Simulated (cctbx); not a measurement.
# Which space group?

Cell: a = 5.0870 Å, b = 5.0870 Å, c = 7.2880 Å, α = 90.00°, β = 90.00°, γ = 90.00°. Expected content of the cell: Ho2 Co8 N8.

Simulated single-crystal data (cctbx): Cu Kα, λ = 1.54184 Å, to d = 0.83 Å, 50 % of the full sphere, strongest reflection 20000 counts, noise from counting, a 2 % proportional error and a noise floor of 4 counts (s.d.); no absorption.

Tests on the unmerged data give:

```text
729 reflections to d = 0.830 A
centring   violations  <I/sigma> of those
    A        294 of   380     23.3
    B        294 of   378     23.4
    C        274 of   378     21.1
    I        153 of   358     12.2
    R        346 of   488     21.7
    F        431 of   568     22.6
Laue class    unique    Rint  (classes that these axes allow; Friedel mates merged)
P -1              543   0.016
P 1 2/m 1         364   0.015
P 1 1 2/m         357   0.016
P 2/m 1 1         361   0.017
P m m m           229   0.017
P 4/m             191   0.018
P 4/m m m         133   0.019
space group    extra absences  I>4sigma  <I/sigma>
P 4 2 2                 0          0         -  acentric
P 4 21 2                9          0      -0.0  acentric
P 42 2 2                4          0      -0.1  acentric
P 42 21 2              13          0      -0.1  acentric
P 4 m m                 0          0         -  acentric
P 42 m c               54          0       0.3  acentric
P -4 2 m                0          0         -  acentric
P -4 2 c               54          0       0.3  acentric
P -4 21 m               9          0      -0.0  acentric
P -4 21 c              63          0       0.2  acentric
P -4 m 2                0          0         -  acentric
P 4/m m m               0          0         -  centric
P 4/n m m :1           32          0       0.0  centric
P 4/n m m :2           32          0       0.0  centric
P 42/m m c             54          0       0.3  centric
P 42/n m c :1          86          0       0.2  centric
P 42/n m c :2          86          0       0.2  centric
Wilson B = 0.85 A^2   <|E^2-1|> = 0.804 (0.968 centric, 0.736 acentric)   E^2>4: 0.8 %
shell (A)         n   <I/sigma>
 7.29 - 1.65     20     46.7
 1.65 - 1.32     17     48.6
 1.32 - 1.15     18     52.0
 1.15 - 1.05     13     51.7
 1.05 - 0.97     18     33.9
 0.97 - 0.91     15     60.3
 0.91 - 0.87     16     27.9
 0.87 - 0.83     16     43.1
```

**Question.** What are the lattice type, the Laue class and the likely space group?

Every centring test has many violations, so the lattice is primitive.

Rint stays low (0.015 to 0.019) up to P 4/m m m, the highest class in these axes.

17 settings pass the absence test. The most absences obeyed, 86, belong to P 42/n m c alone.

⟨|E²−1|⟩ = 0.804 lies between the two ideal values. The Wilson B of 0.85 Å² means U ≈ 0.0108 Å².

The true group is P4_2/nmc (no. 137, origin choice 1), Laue class 4/mmm, centrosymmetric. The tables fix it.

The model was made for the exercise: a known structure type with other elements put in, its volume estimated, not relaxed; displacement parameters are assumed.

[Logs are printed without paths, hosts, clocks, repeated set-up lines and the standing remarks that a program may print on its own settings, such as how far it seeks lower states.]
